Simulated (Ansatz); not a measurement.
## How fast states decay through MgTaNO2

A new crystal, MgTaNO2: structure, gap and complex bands. It is built by putting Mg for Sr in the SrTaNO2 structure of space group Pmc2_1, with the volume rescaled by atomic radii. The parent structure comes from the Materials Project.

Main program and level: Ansatz 0.2.0; r2SCAN DFT, plane waves, PAW files, in the first sound run; inputs show where later runs differ.

The structure was built from a prototype and need not be the compound's stable phase.

**1. The structure**

The structure is orthorhombic, space group Pmc2_1 (No. 26). Conventional cell: a = 3.740 Å, b = 5.435 Å, c = 5.435 Å, α = 90.00°, β = 90.00°, γ = 90.00°. Mg has 4 O at 2.46 to 2.55 Å and 4 N at 2.72 to 2.73 Å nearest. Nearest to Ta lie 2 N at 1.78 to 1.93 Å and 4 O at 1.89 to 2.12 Å. N has 2 Ta at 1.78 to 1.93 Å and 4 Mg at 2.72 to 2.73 Å nearest. Nearest to O lie 2 Ta at 1.89 Å and 2 Mg at 2.54 to 2.55 Å. Nearest to O lie 2 Ta at 1.89 to 2.12 Å and 2 Mg at 2.46 Å. It derives from SrTaNO2. Mg for Sr in the SrTaNO2 structure of space group Pmc2_1. Farther neighbours and most contacts between anions are not listed.

**2. Cell and atoms at rest**

The substituted atoms don't fit the parent's cell, so cell and atoms relax together. A small smearing keeps the run stable in case the gap closes on the way.

The input, input.yaml:

```yaml
crystal:
  lattice:
    - [3.7399278112, 0.0, 0.0]
    - [0.0, 5.4351898136, 0.0]
    - [0.0, 0.0, 5.4352178106]
  atoms:
    - { symbol: Mg, position: [0.5, 0.764841, 0.518821] }
    - { symbol: Mg, position: [0.5, 0.235159, 0.018821] }
    - { symbol: Ta, position: [0.0, 0.732955, 0.01727] }
    - { symbol: Ta, position: [0.0, 0.267045, 0.51727] }
    - { symbol: "N", position: [0.0, 0.488399, 0.758657] }
    - { symbol: "N", position: [0.0, 0.511601, 0.258657] }
    - { symbol: O, position: [0.5, 0.769528, 0.988505] }
    - { symbol: O, position: [0.0, 0.982741, 0.716788] }
    - { symbol: O, position: [0.0, 0.017259, 0.216788] }
    - { symbol: O, position: [0.5, 0.230472, 0.488505] }
kpoints:
  mp_grid: { grid: [6, 4, 4] }
scf:
  occupations: { method: gaussian, width: 0.03 }
hamiltonian:
  xc: r2scan
output:
  forces: true
  stress: true
relax:
  f_tol: 0.02
  max_steps: 60
  cell: {}
```

Run with:

```sh
> ansatz run input.yaml --threads 2 --pin off --max-ram 4096MiB --backend cpu --events-out ev --progress --plain --runs-dir out
```

Numbers of over 12 decimals in the logs are rounded to 6 here.

The log of the run:

```text
Engine: ansatz 0.2.0, aarch64-unknown-linux-gnu
Pseudopotentials: kind: paw
Pseudopotential: Mg, paw, valence charge 10, recommended cutoff 500 eV (meta_gga), Mg.paw.azcp
Pseudopotential: Ta, paw, valence charge 13, recommended cutoff 500 eV (meta_gga), Ta.paw.azcp
Pseudopotential: N, paw, valence charge 5, recommended cutoff 500 eV (meta_gga), N.paw.azcp
Pseudopotential: O, paw, valence charge 6, recommended cutoff 500 eV (meta_gga), O.paw.azcp
Functional definition: r2SCAN
  parameter k0 = 0.174
  parameter k1 = 0.065
  parameter a1 = 4.9479
  exchange = r2scan_x(k0 = k0, k1 = k1, a1 = a1)
  correlation = r2scan_c
Crystal: 10 atoms, lattice volume = 110.483 Å³
Basis set: ecut = 500 eV, 2765 PW (Γ), exchange–correlation on 120×160×160 points (64 copies of the dense FFT grid, shifted against one another)
Bands: 50, of which v1, the nominal top of the filled ones, is band 40 counted from 1 (39 counted from 0)
Symmetry: 4 space group operations
Space group: Pmc21 (ITA 26), of the structure as read, at distance tolerance 4.8e-5 Å
k-points: 36 of 96 (time reversal used)
Non-local potential: Mg, projectors of the file, l = 0: 3, l = 1: 2, l = 2: 1
Non-local potential: Ta, projectors of the file, l = 0: 3, l = 1: 2, l = 2: 2, l = 3: 1
Non-local potential: N, projectors of the file, l = 0: 2, l = 1: 2, l = 2: 1
Non-local potential: O, projectors of the file, l = 0: 2, l = 1: 2, l = 2: 1
PAW form: soft (Blöchl's): semilocal exchange-correlation on the pseudo side does not see the compensation charge
PAW frozen core: Mg, regenerated for the run's functional (the file was generated under x = pbe(κ = 0.804, μ = 0.219515), c = pbe(β = 0.066725))
PAW frozen core: Ta, regenerated for the run's functional (the file was generated under x = pbe(κ = 0.804, μ = 0.219515), c = pbe(β = 0.066725))
PAW frozen core: N, regenerated for the run's functional (the file was generated under x = pbe(κ = 0.804, μ = 0.219515), c = pbe(β = 0.066725))
PAW frozen core: O, regenerated for the run's functional (the file was generated under x = pbe(κ = 0.804, μ = 0.219515), c = pbe(β = 0.066725))
PAW one-centre angular grid: Mg, 302 points (default); XC on 224 Gauss nodes
PAW one-centre angular grid: Ta, 590 points (default); XC on 160 Gauss nodes
PAW one-centre angular grid: N, 302 points (default); XC on 160 Gauss nodes
PAW one-centre angular grid: O, 302 points (default); XC on 160 Gauss nodes
Initial density: superposition of atomic densities (neutral atoms: chi_scale 0, normalization atom), corrected by the library's trained network
Initial wavefunctions: pseudopotential atomic-orbital guess
Functional: x = r2scan, c = r2scan; τ floored in thin density (d = 2e-4 eV/Å³)
SCF iter   1: F=—  HF=-26793.286855 eV  |F-HF|=—  |Δ(HF+E_count)|=         —  Δρ=1.23e-2  dr2=1.57e-1  dr2_τ=8.72e-1  ethr=1.77e-3  ⟨swp⟩=6.7  Hψ=7261  notcnv=0  defer=5
preconditioner: auto → Resta (q_TF=auto, 2.585 Å⁻¹)  ε∞=4.5  [insulator: Δε(μ)=1.779 eV  Ē_g=13.026 eV  σ=0.030 eV  W_gap=1.00  n_scr=38 (ndim 8)  ℏωp=24.5 eV  f_vac=0.000  D(μ)=0.00/eV (n_scr^D=0)  ε∞_Penn≈4.5]
SCF iter   2: F=—  HF=-26793.498593 eV  |F-HF|=—  |Δ(HF+E_count)|=   2.12e-1  Δρ=6.48e-3  dr2=3.30e-2  dr2_τ=3.94e-3  ethr=1.96e-4  ⟨swp⟩=2.1  Hψ=3277  notcnv=0  defer=126
SCF iter   3: F=—  HF=-26793.497664 eV  |F-HF|=—  |Δ(HF+E_count)|=   9.29e-4  Δρ=2.00e-3  dr2=3.86e-3  dr2_τ=3.61e-4  ethr=4.12e-5  ⟨swp⟩=2.4  Hψ=2761  notcnv=0  defer=90
automatic band count: iteration 3 solves 49 bands in place of 50: the levels show a gap, and the empty bands left out lie too high to hold charge; the band table lists the bands solved (type scf.n_extra_bands for more)
SCF iter   4: F=—  HF=-26793.497413 eV  |F-HF|=—  |Δ(HF+E_count)|=   2.51e-4  Δρ=9.42e-4  dr2=8.63e-4  dr2_τ=1.51e-4  ethr=4.82e-6  ⟨swp⟩=2.0  Hψ=2635  notcnv=0  defer=90
SCF iter   5: F=—  HF=-26793.497239 eV  |F-HF|=—  |Δ(HF+E_count)|=   1.74e-4  Δρ=2.39e-4  dr2=6.39e-5  dr2_τ=5.24e-6  ethr=1.08e-6  ⟨swp⟩=2.0  Hψ=2522  notcnv=0  defer=90
SCF iter   6: F=—  HF=-26793.497242 eV  |F-HF|=—  |Δ(HF+E_count)|=   2.41e-6  Δρ=6.58e-5  dr2=3.83e-6  dr2_τ=2.85e-7  ethr=7.99e-8  ⟨swp⟩=2.3  Hψ=2866  notcnv=0  defer=90
SCF iter   7: F=—  HF=-26793.497242 eV  |F-HF|=—  |Δ(HF+E_count)|=   7.67e-7  Δρ=1.58e-5  dr2=1.99e-7  dr2_τ=3.60e-8  ethr=4.79e-9  ⟨swp⟩=2.0  Hψ=3053  notcnv=0  defer=90
SCF iter   8: F=-26793.497242 eV  HF=-26793.497242 eV  |F-HF|=3.98e-8  |Δ(HF+E_count)|=   3.50e-8  Δρ=7.89e-6  dr2=5.91e-8  dr2_τ=8.02e-9  ethr=1.25e-10  ⟨swp⟩=5.0  Hψ=6490  notcnv=0
SCF 1 converged in 8 iterations: F = -26793.497242 eV  dr2 = 5.91e-8
  greatest PAW one-centre occupation: 1.000 electrons in one spin orbital (limit 2), on the Mg atom at site 1 (counted from 0), in its partial waves of l = 0
relax step   1: F+E_penalty+E_count = -26793.49724243 eV  Δ(F+E_penalty+E_count) = +0.000e0 eV  max|allowed force component| = 2.605e0 eV/Å  Δτ_max = 0.0000 Å  P = +33.727 GPa  Ω = 110.483 Å³  (8 SCF iters, dr2 threshold 1.00e-7 eV, accepted)
Crystal: 10 atoms, lattice volume = 124.021 Å³
Basis set: ecut = 500 eV, 3155 PW (Γ), exchange–correlation on 120×160×160 points (64 copies of the dense FFT grid, shifted against one another)
Initial density: handed on by an earlier stage of this run
Initial wavefunctions: those handed on with the density
iter 1 solved again at ethr=1.81e-3 eV; its pass at ethr=3.10e-3 eV (dr2=1.45e0 eV) is discarded
SCF iter   1: F=—  HF=-26794.432049 eV  |F-HF|=—  |Δ(HF+E_count)|=         —  Δρ=2.97e-2  dr2=1.44e0  dr2_τ=4.48e0  ethr=1.81e-3  ⟨swp⟩=1.0  Hψ=9520  notcnv=0
automatic band count: iteration 1 solves 46 bands in place of 50: the levels show a gap, and the empty bands left out lie too high to hold charge; the band table lists the bands solved (type scf.n_extra_bands for more)
preconditioner: auto → Resta (q_TF=auto, 2.536 Å⁻¹)  ε∞=5.5  [insulator: Δε(μ)=0.975 eV  Ē_g=10.866 eV  σ=0.030 eV  W_gap=1.00  n_scr=38 (ndim 8)  ℏωp=23.1 eV  f_vac=0.023  D(μ)=0.00/eV (n_scr^D=0)  ε∞_Penn≈5.5]
SCF iter   2: F=—  HF=-26795.730078 eV  |F-HF|=—  |Δ(HF+E_count)|=    1.30e0  Δρ=1.34e-2  dr2=2.40e-1  dr2_τ=2.80e-2  ethr=1.80e-3  ⟨swp⟩=2.9  Hψ=2822  notcnv=0  defer=4
SCF iter   3: F=—  HF=-26795.691279 eV  |F-HF|=—  |Δ(HF+E_count)|=   3.88e-2  Δρ=5.46e-3  dr2=4.54e-2  dr2_τ=6.44e-3  ethr=3.00e-4  ⟨swp⟩=2.8  Hψ=2886  notcnv=0  defer=57
SCF iter   4: F=—  HF=-26795.687723 eV  |F-HF|=—  |Δ(HF+E_count)|=   3.56e-3  Δρ=1.68e-3  dr2=3.75e-3  dr2_τ=5.18e-4  ethr=5.68e-5  ⟨swp⟩=2.4  Hψ=2527  notcnv=0  defer=57
[...]
relax step   5: F+E_penalty+E_count = -26797.31896476 eV  Δ(F+E_penalty+E_count) = -1.907e-1 eV  max|allowed force component| = 4.991e-1 eV/Å  Δτ_max = 0.1725 Å  P = +1.143 GPa  Ω = 118.514 Å³  energy of the carried Pulay correction = -3.943e-3 eV  (8 SCF iters, dr2 threshold 1.00e-6 eV, accepted)
relax step   6: F+E_penalty+E_count = -26797.33402477 eV  Δ(F+E_penalty+E_count) = -1.506e-2 eV  max|allowed force component| = 2.133e-1 eV/Å  Δτ_max = 0.0681 Å  P = +1.436 GPa  Ω = 117.961 Å³  energy of the carried Pulay correction = -3.680e-3 eV  (8 SCF iters, dr2 threshold 1.00e-6 eV, accepted)
relax step   7: F+E_penalty+E_count = -26797.36763469 eV  Δ(F+E_penalty+E_count) = -3.361e-2 eV  max|allowed force component| = 4.040e-2 eV/Å  Δτ_max = 0.0437 Å  P = -0.090 GPa  Ω = 118.904 Å³  energy of the carried Pulay correction = -4.127e-3 eV  (7 SCF iters, dr2 threshold 1.00e-6 eV, accepted)
relax step   8: F+E_penalty+E_count = -26797.36863651 eV  Δ(F+E_penalty+E_count) = -1.002e-3 eV  max|allowed force component| = 8.632e-2 eV/Å  Δτ_max = 0.0091 Å  P = -0.081 GPa  Ω = 118.750 Å³  energy of the carried Pulay correction = -4.054e-3 eV  (6 SCF iters, dr2 threshold 2.90e-7 eV, accepted)
relax step   9: F+E_penalty+E_count = -26797.36968592 eV  Δ(F+E_penalty+E_count) = -1.049e-3 eV  max|allowed force component| = 1.896e-2 eV/Å  Δτ_max = 0.0126 Å  P = -0.004 GPa  Ω = 118.504 Å³  energy of the carried Pulay correction = -3.938e-3 eV  (6 SCF iters, dr2 threshold 4.66e-7 eV, accepted)
relax step  10: F+E_penalty+E_count = -26797.36982544 eV  Δ(F+E_penalty+E_count) = -1.395e-4 eV  max|allowed force component| = 1.377e-2 eV/Å  Δτ_max = 0.0039 Å  P = +0.022 GPa  Ω = 118.417 Å³  energy of the carried Pulay correction = -3.897e-3 eV  (6 SCF iters, dr2 threshold 1.11e-8 eV, accepted)
relax step  11: F+E_penalty+E_count = -26797.36983461 eV  Δ(F+E_penalty+E_count) = -9.170e-6 eV  max|allowed force component| = 1.712e-3 eV/Å  Δτ_max = 0.0014 Å  P = +0.009 GPa  Ω = 118.435 Å³  energy of the carried Pulay correction = -3.906e-3 eV  (5 SCF iters, dr2 threshold 1.01e-8 eV, accepted)
Basis set: ecut = 500 eV, 2973 PW (Γ), exchange–correlation on 120×180×180 points (64 copies of the dense FFT grid, shifted against one another)
Initial wavefunctions: pseudopotential atomic-orbital guess (no wavefunctions were taken with the density)
iter 1 solved again at ethr=6.44e-8 eV; its pass at ethr=3.10e-3 eV (dr2=5.15e-5 eV) is discarded
SCF iter   1: F=—  HF=-26797.372913 eV  |F-HF|=—  |Δ(HF+E_count)|=         —  Δρ=3.05e-4  dr2=4.56e-6  dr2_τ=1.88e-5  ethr=6.44e-8  ⟨swp⟩=3.4  Hψ=12167  notcnv=0
preconditioner: auto → Resta (q_TF=auto, 2.556 Å⁻¹)  ε∞=4.8  [insulator: Δε(μ)=2.018 eV  Ē_g=12.153 eV  σ=0.030 eV  W_gap=1.00  n_scr=38 (ndim 8)  ℏωp=23.6 eV  f_vac=0.013  D(μ)=0.00/eV (n_scr^D=0)  ε∞_Penn≈4.8]
SCF iter   2: F=—  HF=-26797.373237 eV  |F-HF|=—  |Δ(HF+E_count)|=   3.24e-4  Δρ=1.56e-4  dr2=1.25e-6  dr2_τ=1.28e-5  ethr=5.70e-9  ⟨swp⟩=2.0  Hψ=2726  notcnv=0
SCF iter   3: F=—  HF=-26797.373331 eV  |F-HF|=—  |Δ(HF+E_count)|=   9.39e-5  Δρ=1.30e-5  dr2=1.37e-7  dr2_τ=4.08e-8  ethr=1.57e-9  ⟨swp⟩=2.0  Hψ=2743  notcnv=0
SCF iter   4: F=—  HF=-26797.373331 eV  |F-HF|=—  |Δ(HF+E_count)|=   2.48e-8  Δρ=2.80e-6  dr2=3.81e-9  dr2_τ=1.80e-9  ethr=1.71e-10  ⟨swp⟩=2.0  Hψ=2639  notcnv=0
SCF iter   5: F=—  HF=-26797.373331 eV  |F-HF|=—  |Δ(HF+E_count)|=   7.35e-9  Δρ=6.25e-7  dr2=3.86e-10  dr2_τ=1.22e-10  ethr=4.76e-12  ⟨swp⟩=2.0  Hψ=2783  notcnv=0
SCF iter   6: F=—  HF=-26797.373331 eV  |F-HF|=—  |Δ(HF+E_count)|=  3.17e-10  Δρ=3.20e-7  dr2=1.18e-10  dr2_τ=1.88e-11  ethr=1.00e-12  ⟨swp⟩=5.0  Hψ=6552  notcnv=0
SCF iter   7: F=-26797.373331 eV  HF=-26797.373331 eV  |F-HF|=7.28e-12  |Δ(HF+E_count)|=  7.28e-12  Δρ=9.58e-8  dr2=9.91e-12  dr2_τ=1.39e-12  ethr=1.00e-12  ⟨swp⟩=4.8  Hψ=5763  notcnv=0
SCF 12 converged in 7 iterations: F = -26797.373331 eV  dr2 = 9.91e-12
relax step  12: F+E_penalty+E_count = -26797.37333147 eV  Δ(F+E_penalty+E_count) = -3.497e-3 eV  max|allowed force component| = 1.688e-3 eV/Å  Δτ_max = 0.0000 Å  P = +0.001 GPa  Ω = 118.435 Å³  stress off target by 1.31e-2 GPa  SCF on the basis re-selected at this cell (its energy is not comparable with the rows above)  (7 SCF iters)
basis re-selected at this cell: Δ(F+E_penalty+E_count) = -3.497e-3 eV, ΔP = -0.008 GPa vs the last step (what re-selecting the basis moved, of the pressure what is left beyond the Pulay correction that the steps carried, after the strain that the cell walked since its last selection, with what the two solves' SCF thresholds leave and, on support functions, any second-order correction that the steps lacked; it is no measure of the basis error at this ecutwfc). The dense FFT grid was sized anew with the basis: this SCF ran on 30×45×45 points, the steps before it on 30×40×40, so part of this shift can come from that change (see relax.cell in the input reference). [rest of the remark cut]
SCF converged after 7 iterations
Free energy (F): -26797.373331 eV
Harris-Foulkes:  -26797.373331 eV  (|F-HF|=7.28e-12)
Internal energy: -26797.373331 eV  (E = F + TS)
E sigma→0 (E₀):  -26797.373331 eV
Fermi energy:    11.132844 eV
--- Per-component energies (eV) ---
  E_band       = -1079.741661
  E_kinetic    = 1854.885926
  E_local      = -6376.169478  (includes V_loc(G=0)·N_el)
  E_nonlocal   = 500.707821
  E_hartree    = 2255.957366
  E_xc         = -878.554888
  E_vxc        = -1117.837397  (∫ρ·V_xc dr)
  E_paw        = -18338.273058  (= ΣΔE_a)
  E_vpaw       = -517.869140  (= ΣTr[D̂ρ^β])
  E_aug_tail   = 0.004329  (compensation charges beyond the density's cutoff)
  E_vtau       = 64.621520  (kinetic-family band-sum trace: ∫τ·v_τ [+ j·A + Jᵃ·Aᵃ] dr)
  E_ewald      = -5814.179479
  E_core_change = -1.751870  (= ΣΔE_core)
  E_smearing   = -0.000000  (= −TS)
  E_closure    = 0.000000  (closes the sum)
  Σ components = -26797.373331   (vs F -26797.373331, Δ=0.00e0)
--- Forces (eV/Å), atoms counted from 1 ---
  atom   1  Mg    -0.00000000    -0.00054820     0.00023046
  atom   2  Mg     0.00000000     0.00054820     0.00023046
  atom   3  Ta    -0.00000000    -0.00168849    -0.00066633
  atom   4  Ta     0.00000000     0.00168849    -0.00066633
  atom   5  N     -0.00000000    -0.00068444     0.00001239
  atom   6  N     -0.00000000     0.00068444     0.00001239
  atom   7  O     -0.00000000    -0.00157499    -0.00058120
  atom   8  O      0.00000000    -0.00113364     0.00090470
  atom   9  O     -0.00000000     0.00113364     0.00090470
  atom  10  O      0.00000000     0.00157499    -0.00058120
  max |Σ_I F_I| component: 2.00e-4 eV/Å
--- Stress (GPa, compression-positive) ---
        0.013120       0.000000       0.000000
        0.000000      -0.007216      -0.000000
        0.000000      -0.000000      -0.001460
  P = ⅓ Tr σ = 0.0015 GPa (0.015 kbar)
--- Relaxed structure (11 steps of the walk, 11 accepted, 1 SCFs on fresh bases) ---
  F+E_penalty+E_count = -26797.37333147 eV   max|allowed force component| = 1.688e-3 eV/Å   (the final SCF, on the basis selected at the relaxed cell)
  cell:  # Å, volume = 118.4352 Å³
    - [3.769758, 0, 0]
    - [0, 5.545709, 1.8898060269062524e-17]
    - [0, 1.8898157614143654e-17, 5.665137]
  atoms:
    - { symbol: Mg, position: [0.500000, 0.814662, 0.564356] }
    - { symbol: Mg, position: [0.500000, 0.185338, 0.064356] }
    - { symbol: Ta, position: [0, 0.729746, 0.020283] }
    - { symbol: Ta, position: [0, 0.270254, 0.520283] }
    - { symbol: N, position: [0, 0.431507, 0.814839] }
    - { symbol: N, position: [0, 0.568493, 0.314839] }
    - { symbol: O, position: [0.500000, 0.805734, 0.947479] }
    - { symbol: O, position: [0, 0.931952, 0.653084] }
    - { symbol: O, position: [0, 0.068048, 0.153084] }
    - { symbol: O, position: [0.500000, 0.194266, 0.447479] }
```

The job ended after 3.2 min (2 threads of Arm Neoverse V2, shared host; peak memory 0.69 GiB; 6.3 min of CPU time).

Step by step:

| step | energy less that of the first step (eV) | largest force component (eV/Å) | pressure (GPa) | volume (Å³) |
| --- | --- | --- | --- | --- |
| 1 | 0.0000 | 2.6052 | 33.73 | 110.48 |
| 2 | -2.1913 | 1.0959 | -2.21 | 124.02 |
| 3 | -3.1796 | 0.7014 | -6.30 | 123.69 |
| 4 | -3.6310 | 1.1768 | -4.15 | 120.13 |
| 5 | -3.8217 | 0.4991 | 1.14 | 118.51 |
| 6 | -3.8368 | 0.2133 | 1.44 | 117.96 |
| 7 | -3.8704 | 0.0404 | -0.09 | 118.90 |
| 8 | -3.8714 | 0.0863 | -0.08 | 118.75 |
| 9 | -3.8724 | 0.0190 | 0.00 | 118.50 |
| 10 | -3.8726 | 0.0138 | 0.02 | 118.42 |
| 11 | -3.8726 | 0.0017 | 0.01 | 118.44 |
| 12* | -3.8761 | 0.0017 | 0.00 | 118.44 |

Relaxation steps marked * repeat the geometry before them on a plane-wave basis chosen anew for their cell, so energy and pressure can jump there.

The run keeps the 4 symmetry operations that it works with, so distortions that break them were not tested.

| conventional cell, symmetrised | before | after | change |
| --- | --- | --- | --- |
| a (Å) | 3.740 | 3.770 | +0.8 % |
| b (Å) | 5.435 | 5.546 | +2.0 % |
| c (Å) | 5.435 | 5.665 | +4.2 % |
| volume (Å³/atom) | 11.05 | 11.84 | +7.2 % |

The atoms that moved most (Å, as changes of fractional coordinates times the final cell):

| atom | dx | dy | dz | length |
| --- | --- | --- | --- | --- |
| O9 | 0.000 | 0.282 | -0.361 | 0.458 |
| O8 | 0.000 | -0.282 | -0.361 | 0.458 |
| N5 | 0.000 | -0.316 | 0.318 | 0.448 |
| N6 | 0.000 | 0.316 | 0.318 | 0.448 |
| Mg1 | 0.000 | 0.276 | 0.258 | 0.378 |
| Mg2 | 0.000 | -0.276 | 0.258 | 0.378 |
| O10 | 0.000 | -0.201 | -0.232 | 0.307 |
| O7 | 0.000 | 0.201 | -0.232 | 0.307 |

The relaxed structure:

```
Mg Ta N O
1.0
     3.76976    0.00000    0.00000
     0.00000    5.54571    0.00000
     0.00000    0.00000    5.66514
Mg Ta N O
2 2 2 4
Direct
  0.50000 0.81466 0.56436
  0.50000 0.18534 0.06436
  0.00000 0.72975 0.02028
  0.00000 0.27025 0.52028
  0.00000 0.43151 0.81484
  0.00000 0.56849 0.31484
  0.50000 0.80573 0.94748
  0.00000 0.93195 0.65308
  0.00000 0.06805 0.15308
  0.50000 0.19427 0.44748
```

Numbers from this step:

```
free energy  : -26797.3733 eV
Fermi energy : 11.13 eV
pressure     : 0.001481 GPa
```

The largest force component on a free atom ends at 0.0017 eV/Å.

(Continued in part 2 of 4.)

[Logs are printed without paths, hosts, clocks, repeated set-up lines and the standing remarks that a program may print on its own settings, such as how far it seeks lower states.]

[Hosts, paths, dates, database ids (printed as entryN), source tags and the programs' standing remarks are cut or masked in the printed files.]
